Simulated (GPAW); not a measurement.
# LiHF2 (C2/m): one start, several treatments of the self-energy

Wanted: the gap of LiHF2 (C2/m) under several approximations, with cost.

Calculated with GPAW 26.7.0; LDA and many-body steps on it, plane waves.

Most raw output is cut from this account.

**1. Starting point**

Symmetry: C2/m, No. 12, monoclinic system. The conventional cell has a = 5.095 Å, b = 3.070 Å, c = 4.903 Å, α = 90.00°, β = 121.02°, γ = 90.00°. Nearest to Li lie 6 F at 2.00 to 2.04 Å. H has 2 F at 1.14 Å nearest. Nearest to F lie 1 H at 1.14 Å and 3 Li at 2.00 to 2.04 Å. Farther neighbours and most contacts between anions are not listed.

Coordinates:

```xyz
4
Lattice="2.5475 -1.5349 0.0000 2.5475 1.5349 0.0000 -2.5269 0.0000 4.2015" Properties=species:S:1:pos:R:3 pbc="T T T"
Li    0.0000    0.0000    0.0000
H    -1.2635    0.0000    2.1008
F    -0.8280    0.0000    3.1541
F     3.3961    0.0000    1.0474
```

The cell and positions are those that the Materials Project relaxed with its own functionals (PBE, PBE+U or r2SCAN), kept fixed.

**2. Empty states on the mesh, 4×4×2 mesh, 120 bands**

This step: GPAW 26.7.0; DFT, LDA, plane waves, PAW.

The sums over transitions need many empty states on a uniform mesh; this step solves for them.

File run.py:

```python
import json
import numpy as np
from gpaw.mpi import world
from gpaw import GPAW

calc = GPAW('gs.gpw').fixed_density(kpts={'size': (4, 4, 2), 'gamma': True},
    parallel={'domain': 1, 'band': 1},
    txt='nscf.txt')
calc.diagonalize_full_hamiltonian(nbands=120)
calc.write('full.gpw', mode='all')
res = {}
kpts = calc.get_ibz_k_points()
res['kpts'] = kpts
res['eigenvalues'] = [calc.get_eigenvalues(kpt=k) for k in range(len(kpts))]
res['n_electrons'] = calc.get_number_of_electrons()

if world.rank == 0:
    with open('result.json', 'w') as f:
        json.dump(res, f, default=lambda x: x.tolist())
```

Run with:

```
$ mpirun -n 4 gpaw python run.py
```

It took 12 s on 4 MPI ranks of Arm Neoverse V1, shared host; peak memory 1.1 GiB; 48 s of CPU time.

This step gave:

```
gap                                                           : 8.168 eV
k of the valence top                                          : 0, 0, 0.5
k of the conduction bottom                                    : 0, 0, 0
least direct gap                                              : 8.260 eV
k points computed                                             : 14
lowest point of the top converged band, above the valence top : 127.1319 eV
```

On this mesh the gap is 8.168 eV.

**3. G0W0, Godby-Needs plasmon pole**

Now the one-shot GW correction: screening in the RPA, then the self-energy of the levels asked for.

This step: G0W0 on LDA, plane waves, PAW.

File run.py:

```python
import json
import numpy as np
from gpaw.mpi import world
from gpaw.response.g0w0 import G0W0

gw = G0W0('full.gpw',
    filename='gw',
    kpts=[0, 1],
    bands=(6, 10),
    ecut=78,
    nbands=51,
    integrate_gamma='WS',
    ppa=True)
gw.calculate()
res = {mode: {k: v for k, v in r.items() if k != 'sigma_eskwn'}
       for mode, r in gw.all_results.items()}

if world.rank == 0:
    with open('result.json', 'w') as f:
        json.dump(res, f, default=lambda x: x.tolist())
```

Run with:

```
$ mpirun -n 4 gpaw python run.py
```

Elapsed: 12 s, on 4 MPI ranks; peak memory 0.94 GiB.

This step gave:

```
G0W0 gap on the points computed              : 12.47 eV
least direct G0W0 gap on the computed points : 12.47 eV
Z at the valence top                         : 0.8356
Z at the conduction bottom                   : 0.8980
starting gap on the mesh                     : 8.168 eV
k of the valence top                         : 0, 0, 0
k of the conduction bottom                   : 0, 0, 0
```

The gap on the mesh goes from 8.17 eV to 12.47 eV, a correction of +4.30 eV.

**4. One-shot HSE06**

This step: one-shot HSE06 levels on LDA orbitals, plane waves, PAW.

File run.py:

```python
import json
import numpy as np
from gpaw.mpi import world
from gpaw.hybrids.eigenvalues import non_self_consistent_eigenvalues

dft, vxc, vxc_hyb = non_self_consistent_eigenvalues('full.gpw', 'HSE06', 6, 10, kpt_indices=[0, 1])
res = {'dft': dft[0], 'hybrid': (dft - vxc + vxc_hyb)[0]}
if world.rank == 0:
    with open('hybrid.txt', 'w') as f:
        for k, e0, e1 in zip([0, 1], res['dft'], res['hybrid']):
            print(k, ' '.join(f'{x:9.4f}' for x in e0), '|', ' '.join(f'{x:9.4f}' for x in e1), file=f)

if world.rank == 0:
    with open('result.json', 'w') as f:
        json.dump(res, f, default=lambda x: x.tolist())
```

Run with:

```
$ mpirun -n 4 gpaw python run.py
```

It took 3 s on 4 MPI ranks; peak memory 0.46 GiB.

Numbers from this step:

- starting gap on the mesh: 8.168 eV
- hybrid gap on the mesh: 10.88 eV
- least direct hybrid gap on the computed points: 10.88 eV

**5. G0W0, extrapolated in the cutoff**

This step: G0W0 on LDA, plane waves, PAW.

File run.py:

```python
import json
import numpy as np
from gpaw.mpi import world
from gpaw.response.g0w0 import G0W0

gw = G0W0('full.gpw',
    filename='gw',
    kpts=[0, 1],
    bands=(6, 10),
    ecut=130.0,
    integrate_gamma='WS',
    ppa=True,
    ecut_extrapolation=True)
gw.calculate()
res = {mode: {k: v for k, v in r.items() if k != 'sigma_eskwn'}
       for mode, r in gw.all_results.items()}

if world.rank == 0:
    with open('result.json', 'w') as f:
        json.dump(res, f, default=lambda x: x.tolist())
```

Run with:

```
$ mpirun -n 4 gpaw python run.py
```

Elapsed: 33 s, on 4 MPI ranks; peak memory 0.96 GiB.

This step gave:

```
quasiparticle gap on the points computed              : 12.76 eV
least direct quasiparticle gap on the computed points : 12.76 eV
Z at the valence top                                  : 0.8229
Z at the conduction bottom                            : 0.8932
starting gap on the mesh                              : 8.168 eV
k of the valence top                                  : 0, 0, 0
k of the conduction bottom                            : 0, 0, 0
gaps at the cutoffs of the extrapolation              : 12.48, 12.51, 12.54 eV
```

Against G0W0 in GPAW (4×4×2 mesh, 51 bands, screening to 78 eV, Godby-Needs plasmon pole), the gap moves by +0.290 eV.

**6. One-shot PBE0**

This step: one-shot PBE0 levels on LDA orbitals, plane waves, PAW.

File run.py:

```python
import json
import numpy as np
from gpaw.mpi import world
from gpaw.hybrids.eigenvalues import non_self_consistent_eigenvalues

dft, vxc, vxc_hyb = non_self_consistent_eigenvalues('full.gpw', 'PBE0', 6, 10, kpt_indices=[0, 1])
res = {'dft': dft[0], 'hybrid': (dft - vxc + vxc_hyb)[0]}
if world.rank == 0:
    with open('hybrid.txt', 'w') as f:
        for k, e0, e1 in zip([0, 1], res['dft'], res['hybrid']):
            print(k, ' '.join(f'{x:9.4f}' for x in e0), '|', ' '.join(f'{x:9.4f}' for x in e1), file=f)

if world.rank == 0:
    with open('result.json', 'w') as f:
        json.dump(res, f, default=lambda x: x.tolist())
```

Run with:

```
$ mpirun -n 4 gpaw python run.py
```

The job ended after 3 s (4 MPI ranks; peak memory 0.46 GiB).

Numbers from this step:

* starting gap on the mesh: 8.168 eV
* hybrid gap on the mesh: 11.69 eV
* least direct hybrid gap on the computed points: 11.69 eV

**7. G0W0, full frequency, Hilbert transform**

This step: G0W0 on LDA, plane waves, PAW.

File run.py:

```python
import json
import numpy as np
from gpaw.mpi import world
from gpaw.response.g0w0 import G0W0

gw = G0W0('full.gpw',
    filename='gw',
    kpts=[0, 1],
    bands=(6, 10),
    ecut=78,
    nbands=51,
    integrate_gamma='WS',
    frequencies={'type': 'nonlinear', 'domega0': 0.1, 'omega2': 15.0},
    eta=0.1,
    nblocksmax=True)
gw.calculate()
res = {mode: {k: v for k, v in r.items() if k != 'sigma_eskwn'}
       for mode, r in gw.all_results.items()}

if world.rank == 0:
    with open('result.json', 'w') as f:
        json.dump(res, f, default=lambda x: x.tolist())
```

Run with:

```
$ mpirun -n 4 gpaw python run.py
```

The job ended after 21 s (4 MPI ranks; peak memory 0.9 GiB; 83 s of CPU time).

This step gave:

- G0W0 gap on the points computed: 12.48 eV
- least direct G0W0 gap on the computed points: 12.48 eV
- starting gap on the mesh: 8.168 eV
- k of the valence top: 0, 0, 0
- k of the conduction bottom: 0, 0, 0

Against G0W0 in GPAW (4×4×2 mesh, 51 bands, screening to 78 eV, Godby-Needs plasmon pole), the gap moves by +0.013 eV.

**8. The runs together**

Times are wall times on 4 MPI ranks of Arm Neoverse V1, shared host, good to a factor of about two.

| run | mesh | bands | screening cutoff (eV) | DFT gap (eV) | gap on the mesh (eV) | direct (eV) | time |
| --- | --- | --- | --- | --- | --- | --- | --- |
| G0W0, Godby-Needs plasmon pole | 4×4×2 | 51 | 78 | 8.168 | 12.469 | 12.469 | 12 s |
| one-shot HSE06 | 4×4×2 | - | - | 8.168 | 10.883 | 10.883 | 3 s |
| G0W0, extrapolated in the cutoff | 4×4×2 | - | 130 | 8.168 | 12.759 | 12.759 | 33 s |
| one-shot PBE0 | 4×4×2 | - | - | 8.168 | 11.687 | 11.687 | 3 s |
| G0W0, full frequency, Hilbert transform | 4×4×2 | 51 | 78 | 8.168 | 12.482 | 12.482 | 21 s |

**9. Results**

| Property | Result |
| --- | --- |
| G0W0, Godby-Needs plasmon pole | 12.469 eV |
| one-shot HSE06 | 10.883 eV |
| G0W0, extrapolated in the cutoff | 12.759 eV |
| one-shot PBE0 | 11.687 eV |
| G0W0, full frequency, Hilbert transform | 12.482 eV |
| known limits | not at the basis limit; coarse k mesh |

One-shot HSE06: −1.586 eV against G0W0, Godby-Needs plasmon pole. G0W0, extrapolated in the cutoff: +0.290 eV against G0W0, Godby-Needs plasmon pole, at other bands or cutoff, so not like for like. One-shot PBE0: −0.781 eV against G0W0, Godby-Needs plasmon pole. G0W0, full frequency, Hilbert transform: +0.013 eV against G0W0, Godby-Needs plasmon pole. One-shot hybrid levels are evaluated on the LDA orbitals. Bands and cutoff are finite, so the gap is not at the basis limit. The miss can reach some tenths of an eV and take either sign; the mesh is an error of its own. These stock PAW sets were not made for GW. In the G0W0 runs levels were corrected at 2 k points alone, so a gap called «on the mesh» is the least over those, and an edge elsewhere would be missed. The program warns of a poor linear fit in the extrapolation of some level, so the extrapolated values are rough. The 4×4×2 mesh is coarse for this cell, which bears on the long-range parts of exchange and screening.

[Paths, hosts, dates, memory and timing lines, banners, echoed tables and standing remarks are left out of the program output.]

[Logs are printed without paths, hosts, clocks, repeated set-up lines and the standing remarks that a program may print on its own settings, such as how far it seeks lower states.]

[Runs of the session that timed out or met a known fault of the program may be left out.]

[Hosts, paths, dates, database ids (printed as entryN), source tags and the programs' standing remarks are cut or masked in the printed files.]
